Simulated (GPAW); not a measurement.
# W2COS MXene monolayer: work function by functional and basis, part 2 of 2

Wanted: work functions and dipole of W2COS MXene monolayer, with the cost of each level.

GPAW 26.7.0; GPAW, PAW setups; layer in a repeated cell with vacuum, relaxation of atoms and in-plane cell (the session's first sound run).

So far, upper work function (eV): step 3 (plane waves, PBE) 5.75; step 4 (revPBE) 5.61; step 5 (LDA) 6.14.

### Step 6. OptPBE vdW: xc = "optPBE-vdW"

Level of this step: GPAW, PAW setups; slab in vacuum (GPAW).

The same geometry under optPBE-vdW, to see how far the functional moves the levels against the vacuum (the van der Waals functionals take revPBE setups).

run.py reads:

```python
import json
import numpy as np
from ase import Atoms
from gpaw import GPAW, PW

slab = Atoms(
    ['S', 'W', 'C', 'W', 'O'],
    positions=[
        [-0.00000, 1.83111, 8.00000],
        [1.58578, 0.91555, 9.65588],
        [0.00000, -0.00000, 10.77554],
        [-0.00000, 1.83111, 11.84860],
        [1.58578, 0.91555, 12.95818]],
    cell=[[3.17157, -0.0, 0.0], [-1.58578, 2.74665, 0.0], [0.0, 0.0, 20.9582]],
    pbc=[True, True, False])

slab.calc = GPAW(mode=PW(500), xc='optPBE-vdW', kpts={'size': (12, 12, 1), 'gamma': True},
                 occupations={'name': 'fermi-dirac', 'width': 0.05}, nbands='160%',
                 convergence={'density': 1e-05}, maxiter=200,
                 poissonsolver={'dipolelayer': 'xy'},
                 symmetry={'tolerance': 1e-3}, txt='slab.txt')
result = {}
energy = slab.get_potential_energy()
fermi = slab.calc.get_fermi_level()
v = slab.calc.get_electrostatic_potential().mean((0, 1)) - fermi
n = slab.calc.get_pseudo_density().mean((0, 1))
L = slab.cell[2, 2]
z = np.arange(len(v)) * L / len(v)
low, high = slab.positions[:, 2].min(), slab.positions[:, 2].max()
below, above = np.interp([low - 5.8, high + 5.8], z, v)
slopes = [np.interp(x, z, np.gradient(v, z)) for x in (low - 5.8, high + 5.8)]
eps = np.array([[slab.calc.get_eigenvalues(k, s) for k in range(len(slab.calc.get_ibz_k_points()))]
                for s in range(slab.calc.get_number_of_spins())]) - fermi
top, bottom = eps[eps < 0].max(), eps[eps > 0].min()
dipole = slab.get_dipole_moment()[2]
print(f'energy {energy:.4f} eV, Fermi level {fermi:.4f} eV, dipole {dipole:.5f} e A')
print(f'potential 5.8 A off the faces, from the Fermi level: lower {below:.4f} eV, upper {above:.4f} eV')
print(f'slope of the potential there: lower {slopes[0]:.5f}, upper {slopes[1]:.5f} eV/A')
print(f'nearest levels on the mesh: {top:.4f} and {bottom:.4f} eV')
print('magnetic moment', round(slab.get_magnetic_moment(), 3))
result.update(energy=energy, fermi=fermi, dipole=dipole, below=below, above=above, slopes=slopes, edges=[top, bottom],
              z=z.tolist(), v=v.tolist(), n=n.tolist(), positions=slab.positions.tolist(),
              forces=slab.get_forces(apply_constraint=False).tolist(), moments=slab.get_magnetic_moments().tolist())
json.dump(result, open('result.json', 'w'))
```

Run with:

```console
$ OMP_NUM_THREADS=1 OPENBLAS_NUM_THREADS=1 python run.py
```

The program printed:

```text
energy -86.7012 eV, Fermi level 0.3219 eV, dipole -0.04119 e A
potential 5.8 A off the faces, from the Fermi level: lower 5.1809 eV, upper 6.0423 eV
slope of the potential there: lower 0.00034, upper 0.00044 eV/A
nearest levels on the mesh: -0.0065 and 0.0971 eV
magnetic moment 0.0
```

Run time: 1.8 min. Hardware: 1 thread of Intel Xeon 6975P-C (Granite Rapids), shared host; peak memory 0.46 GiB.

This step gave:

```yaml
dipole_along_the_normal: -0.04119 e·Å
levels_nearest_the_fermi_level_on_the_mesh: -0.006548, 0.09705 eV from the Fermi level
upper_work_function: 6.042 eV
lower_work_function: 5.181 eV
```

The electrostatic potential energy of an electron (without an applied field's), less the Fermi level, planar mean oscillates, so the rows of the table below give means over windows of 0.5 Å about each position, cut where the curve ends. Its maxima inside the range that stand out by 2 % of the span (Å: eV): 8.70: -6.02, 10.39: -12.0, 11.13: -12.9, 12.63: -10.2. Its minima: 8.05: -19.3, 9.64: -25.1, 10.76: -14.9, 11.88: -25.3, 12.91: -11.4.

Table of electrostatic potential energy of an electron (without an applied field's), less the Fermi level, planar mean by z; means over each step:

| z (Å) | electrostatic potential energy of an electron (without an applied field's), less the Fermi level, planar mean (eV) |
| --- | --- |
| 0.0 | 5.45 |
| 0.5 | 5.21 |
| 1.0 | 5.18 |
| 1.5 | 5.18 |
| 2.0 | 5.18 |
| 2.5 | 5.18 |
| 3.0 | 5.18 |
| 3.5 | 5.18 |
| 4.0 | 5.18 |
| 4.5 | 5.18 |
| 5.0 | 5.17 |
| 5.5 | 5.15 |
| 6.0 | 5.06 |
| 6.5 | 4.64 |
| 7.0 | 2.66 |
| 7.5 | -5.47 |
| 8.0 | -17.2 |
| 8.5 | -8.77 |
| 9.0 | -10.1 |
| 9.5 | -22.4 |
| 10.0 | -19.1 |
| 10.5 | -13.1 |
| 11.0 | -13.8 |
| 11.5 | -19.5 |
| 12.0 | -22.7 |
| 12.5 | -12.2 |
| 13.0 | -8.91 |
| 13.5 | 1.74 |
| 14.0 | 5.35 |
| 14.5 | 5.91 |
| 15.0 | 6.01 |
| 15.5 | 6.03 |
| 16.0 | 6.04 |
| 16.5 | 6.04 |
| 17.0 | 6.04 |
| 17.5 | 6.04 |
| 18.0 | 6.04 |
| 18.5 | 6.04 |
| 19.0 | 6.04 |
| 19.5 | 6.04 |
| 20.0 | 6.04 |
| 20.5 | 6.00 |

The upper face's work function is 6.042 eV, against 5.750 eV in the first plane-wave PBE run at this geometry.

### Step 7. Self-consistent run: xc = "RPBE"

The same geometry under RPBE, to see how far the functional moves the levels against the vacuum.

run.py: that of step 6 with these lines changed.

```diff
@@ -16,3 +16,3 @@
 
-slab.calc = GPAW(mode=PW(500), xc='optPBE-vdW', kpts={'size': (12, 12, 1), 'gamma': True},
+slab.calc = GPAW(mode=PW(500), xc='RPBE', kpts={'size': (12, 12, 1), 'gamma': True},
                  occupations={'name': 'fermi-dirac', 'width': 0.05}, nbands='160%',
```

The program printed:

```text
energy -41.7921 eV, Fermi level 0.6428 eV, dipole -0.03726 e A
potential 5.8 A off the faces, from the Fermi level: lower 4.8241 eV, upper 5.6037 eV
slope of the potential there: lower 0.00033, upper 0.00043 eV/A
nearest levels on the mesh: -0.0070 and 0.0955 eV
magnetic moment 0.0
```

The job ended after 74 s (1 thread; peak memory 0.26 GiB).

This step gave:

```
dipole along the normal                    : -0.03726 e·Å
levels nearest the Fermi level on the mesh : -0.007029, 0.09549 eV from the Fermi level
upper work function                        : 5.604 eV
lower work function                        : 4.824 eV
```

The upper face's work function is 5.604 eV, against 5.750 eV in the first plane-wave PBE run at this geometry.

### Step 8. Self-consistent run: xc = "vdW-DF2"

The same geometry under vdW-DF2, to see how far the functional moves the levels against the vacuum (the van der Waals functionals take revPBE setups).

run.py: that of step 7 with these lines changed.

```diff
@@ -16,3 +16,3 @@
 
-slab.calc = GPAW(mode=PW(500), xc='RPBE', kpts={'size': (12, 12, 1), 'gamma': True},
+slab.calc = GPAW(mode=PW(500), xc='vdW-DF2', kpts={'size': (12, 12, 1), 'gamma': True},
                  occupations={'name': 'fermi-dirac', 'width': 0.05}, nbands='160%',
```

The program printed:

```text
energy -386.1119 eV, Fermi level 0.2315 eV, dipole -0.04367 e A
potential 5.8 A off the faces, from the Fermi level: lower 5.3462 eV, upper 6.2589 eV
slope of the potential there: lower 0.00031, upper 0.00045 eV/A
nearest levels on the mesh: -0.0057 and 0.0899 eV
magnetic moment 0.0
```

The job ended after 2.2 min (1 thread; peak memory 0.45 GiB).

This step gave:

```yaml
dipole_along_the_normal: -0.04367 e·Å
levels_nearest_the_fermi_level_on_the_mesh: -0.005672, 0.08988 eV from the Fermi level
upper_work_function: 6.259 eV
lower_work_function: 5.346 eV
```

The electrostatic potential energy of an electron (without an applied field's), less the Fermi level, planar mean oscillates, so the rows of the table below give means over windows of 0.5 Å about each position, cut where the curve ends. Its maxima inside the range that stand out by 2 % of the span (Å: eV): 8.70: -6.18, 10.39: -12.1, 11.13: -13.1, 12.63: -10.3. Its minima: 8.05: -19.3, 9.64: -25.4, 10.76: -15.0, 11.88: -25.6, 12.91: -11.4.

Electrostatic potential energy of an electron (without an applied field's), less the Fermi level, planar mean against z; means over each step:

z (Å), electrostatic potential energy of an electron (without an applied field's), less the Fermi level, planar mean (eV) and a bar from the least value:
```
      0.0        5.6 #############################
      0.5        5.4 #############################
      1.0        5.3 #############################
      1.5        5.3 #############################
      2.0        5.3 #############################
      2.5        5.3 #############################
      3.0        5.3 #############################
      3.5        5.3 #############################
      4.0        5.3 #############################
      4.5        5.3 #############################
      5.0        5.3 #############################
      5.5        5.3 #############################
      6.0        5.2 #############################
      6.5        4.8 ############################
      7.0        2.8 ##########################
      7.5       -5.4 ##################
      8.0      -17.2 ######
      8.5       -8.9 ###############
      9.0      -10.4 #############
      9.5      -22.7 
     10.0      -19.4 ####
     10.5      -13.2 ##########
     11.0      -13.9 #########
     11.5      -19.8 ###
     12.0      -23.0 
     12.5      -12.4 ###########
     13.0       -8.9 ###############
     13.5        1.9 ##########################
     14.0        5.5 #############################
     14.5        6.1 ##############################
     15.0        6.2 ##############################
     15.5        6.3 ##############################
     16.0        6.3 ##############################
     16.5        6.3 ##############################
     17.0        6.3 ##############################
     17.5        6.3 ##############################
     18.0        6.3 ##############################
     18.5        6.3 ##############################
     19.0        6.3 ##############################
     19.5        6.3 ##############################
     20.0        6.3 ##############################
     20.5        6.2 ##############################
```

The upper face's work function is 6.259 eV, against 5.750 eV in the first plane-wave PBE run at this geometry.

### Step 9. Real-space grid: mode = "fd"

A real-space grid is a second complete basis, so it checks the plane-wave result.

run.py: that of step 8 with these lines changed.

```diff
@@ -3,3 +3,3 @@
 from ase import Atoms
-from gpaw import GPAW, PW
+from gpaw import GPAW
 
@@ -16,3 +16,3 @@
 
-slab.calc = GPAW(mode=PW(500), xc='vdW-DF2', kpts={'size': (12, 12, 1), 'gamma': True},
+slab.calc = GPAW(mode='fd', h=0.18, xc='PBE', kpts={'size': (12, 12, 1), 'gamma': True},
                  occupations={'name': 'fermi-dirac', 'width': 0.05}, nbands='160%',
```

The program printed:

```text
energy -44.6236 eV, Fermi level -5.3420 eV, dipole -0.04026 e A
potential 5.8 A off the faces, from the Fermi level: lower 4.9234 eV, upper 5.7606 eV
slope of the potential there: lower -0.00000, upper 0.00000 eV/A
nearest levels on the mesh: -0.0058 and 0.0933 eV
magnetic moment 0.0
```

The job ended after 4 min (1 thread; peak memory 0.66 GiB).

This step gave:

```
dipole along the normal                    : -0.04026 e·Å
levels nearest the Fermi level on the mesh : -0.005830, 0.09333 eV from the Fermi level
upper work function                        : 5.761 eV
lower work function                        : 4.923 eV
```

The electrostatic potential energy of an electron (without an applied field's), less the Fermi level, planar mean oscillates, so the rows of the table below give means over windows of 0.5 Å about each position, cut where the curve ends. Its maxima inside the range that stand out by 2 % of the span (Å: eV): 8.67: -6.09, 10.39: -12.0, 11.11: -12.9, 12.65: -10.3. Its minima: 8.04: -19.4, 9.67: -25.2, 10.75: -14.9, 11.83: -25.4, 12.92: -11.5.

Electrostatic potential energy of an electron (without an applied field's), less the Fermi level, planar mean against z; means over each step:

z (Å), electrostatic potential energy of an electron (without an applied field's), less the Fermi level, planar mean (eV) and a bar from the least value:
```
      0.0        5.0 #############################
      0.5        4.9 #############################
      1.0        4.9 #############################
      1.5        4.9 #############################
      2.0        4.9 #############################
      2.5        4.9 #############################
      3.0        4.9 #############################
      3.5        4.9 #############################
      4.0        4.9 #############################
      4.5        4.9 #############################
      5.0        4.9 #############################
      5.5        4.9 #############################
      6.0        4.8 #############################
      6.5        4.4 #############################
      7.0        2.5 ###########################
      7.5       -5.6 ##################
      8.0      -17.3 ######
      8.5       -8.8 ###############
      9.0      -10.2 #############
      9.5      -22.4 
     10.0      -19.2 ####
     10.5      -13.1 ##########
     11.0      -13.9 #########
     11.5      -19.5 ###
     12.0      -22.8 
     12.5      -12.3 ###########
     13.0       -9.0 ##############
     13.5        1.6 ##########################
     14.0        5.1 #############################
     14.5        5.7 ##############################
     15.0        5.7 ##############################
     15.5        5.8 ##############################
     16.0        5.8 ##############################
     16.5        5.8 ##############################
     17.0        5.8 ##############################
     17.5        5.8 ##############################
     18.0        5.8 ##############################
     18.5        5.8 ##############################
     19.0        5.8 ##############################
     19.5        5.8 ##############################
     20.0        5.8 ##############################
     20.5        5.8 ##############################
```

The upper face's work function is 5.761 eV, against 5.750 eV in the first plane-wave PBE run at this geometry.

### Step 10. Atomic orbitals: mode = "lcao"

Atom-centred orbitals end a few angstrom from the surface, which tests how much the density's tail matters.

run.py: that of step 9 with these lines changed.

```diff
@@ -16,4 +16,4 @@
 
-slab.calc = GPAW(mode='fd', h=0.18, xc='PBE', kpts={'size': (12, 12, 1), 'gamma': True},
-                 occupations={'name': 'fermi-dirac', 'width': 0.05}, nbands='160%',
+slab.calc = GPAW(mode='lcao', basis='dzp', h=0.18, xc='PBE', kpts={'size': (12, 12, 1), 'gamma': True},
+                 occupations={'name': 'fermi-dirac', 'width': 0.05}, nbands='120%',
                  convergence={'density': 1e-05}, maxiter=200,
```

The program printed:

```text
energy -42.5097 eV, Fermi level -5.5064 eV, dipole -0.05258 e A
potential 5.8 A off the faces, from the Fermi level: lower 4.9598 eV, upper 6.0529 eV
slope of the potential there: lower 0.00000, upper 0.00000 eV/A
nearest levels on the mesh: -0.0142 and 0.0891 eV
magnetic moment 0.0
```

Wall time 7.3 min (1 thread); peak memory 0.32 GiB.

Numbers from this step:

| Quantity | Value |
| --- | --- |
| dipole along the normal | -0.05258 e·Å |
| levels nearest the Fermi level on the mesh | -0.01423, 0.08910 eV from the Fermi level |
| upper work function | 6.053 eV |
| lower work function | 4.960 eV |

The upper face's work function is 6.053 eV, against 5.750 eV in the first plane-wave PBE run at this geometry.

### Step 11. All levels side by side

Times are for 1 thread of Intel Xeon 6975P-C (Granite Rapids), shared host. The runs compared:

| no. | run | upper work function (eV) | lower work function (eV) | time | memory (GiB) |
| --- | --- | --- | --- | --- | --- |
| 1 | pw | 5.750 | 4.924 | 81 s | 0.27 |
| 2 | revPBE | 5.611 | 4.823 | 84 s | 0.26 |
| 3 | LDA | 6.144 | 5.187 | 84 s | 0.26 |
| 4 | optPBE vdW | 6.042 | 5.181 | 1.8 min | 0.46 |
| 5 | RPBE | 5.604 | 4.824 | 74 s | 0.26 |
| 6 | vdW DF2 | 6.259 | 5.346 | 2.2 min | 0.45 |
| 7 | fd | 5.761 | 4.923 | 4 min | 0.66 |
| 8 | lcao | 6.053 | 4.960 | 7.3 min | 0.32 |

### Step 12. Side by side

Results and costs are gathered.

This step: comparison of work functions, dipole and cost (GPAW 26.7.0).

Ladder, by row:

| step | code | work function, upper (eV) | work function, lower (eV) | dipole (e Å) | wall time (s) | peak memory (GiB) | threads |
| --- | --- | --- | --- | --- | --- | --- | --- |
| pw | GPAW | 5.75 | 4.924 | -0.03949 | 80.51 | 0.27 | 1 |
| revPBE | GPAW | 5.611 | 4.823 | -0.03769 | 83.65 | 0.26 | 1 |
| LDA | GPAW | 6.144 | 5.187 | -0.04581 | 83.9 | 0.26 | 1 |
| optPBE-vdW | GPAW | 6.042 | 5.181 | -0.04119 | 106.5 | 0.46 | 1 |
| RPBE | GPAW | 5.604 | 4.824 | -0.03726 | 73.76 | 0.26 | 1 |
| vdW-DF2 | GPAW | 6.259 | 5.346 | -0.04367 | 129.2 | 0.45 | 1 |
| fd | GPAW | 5.761 | 4.923 | -0.04026 | 238.3 | 0.66 | 1 |
| lcao | GPAW | 6.053 | 4.96 | -0.05258 | 437.3 | 0.32 | 1 |

### Step 13. A changed run

One more run, with changed settings.

This step: GPAW, PAW setups; slab in vacuum (GPAW 26.7.0).

run.py: that of step 10 with these lines changed.

```diff
@@ -3,3 +3,3 @@
 from ase import Atoms
-from gpaw import GPAW
+from gpaw import GPAW, PW
 
@@ -16,5 +16,5 @@
 
-slab.calc = GPAW(mode='lcao', basis='dzp', h=0.18, xc='PBE', kpts={'size': (12, 12, 1), 'gamma': True},
-                 occupations={'name': 'fermi-dirac', 'width': 0.05}, nbands='120%',
-                 convergence={'density': 1e-05}, maxiter=200,
+slab.calc = GPAW(mode=PW(500), xc='PBE', kpts={'size': (12, 12, 1), 'gamma': True},
+                 occupations={'name': 'fermi-dirac', 'width': 0.05}, nbands='100%',
+                 convergence={'density': 1e-05}, maxiter=50,
                  poissonsolver={'dipolelayer': 'xy'},
```

The program printed:

```text
ValueError: zero-size array to reduction operation minimum which has no identity
```

The job ended after 1.9 min (1 thread; peak memory 0.24 GiB).

The run ended with an error.

The program's message: “ValueError: zero-size array to reduction operation minimum which has no identity”

The change that led to it: nbands = "100 % of the filled bands".

### Step 14. What came out

```yaml
work_function_upper_and_lower_face: 5.750 and 4.924 eV
dipole_along_the_normal: -0.0395 e Å
```

What this shows: With plane waves and PBE the work function is 5.75 eV on the upper face and 4.92 eV on the lower. The two faces differ by 0.83 eV, the step that the slab's dipole makes (e p/(ε0 A) gives 0.82 eV), so the dipole layer is needed. Over the sound runs of the table the upper face's work function spans 5.604 (RPBE) to 6.259 eV (vdW-DF2). Atomic orbitals miss the plane-wave value by 0.30 eV, since they describe the tail of the density in the vacuum poorly. The relaxation of atoms and cell ran in a fully periodic cell without the dipole layer, so the atoms of this polar layer felt a small spurious field. The layer's cell and atoms come from the relaxation; spin-orbit coupling and temperature are left out.

[Logs are printed without paths, hosts, clocks, repeated set-up lines and the standing remarks that a program may print on its own settings, such as how far it seeks lower states.]

[Hosts, paths, dates, database ids (printed as entryN), source tags and the programs' standing remarks are cut or masked in the printed files.]
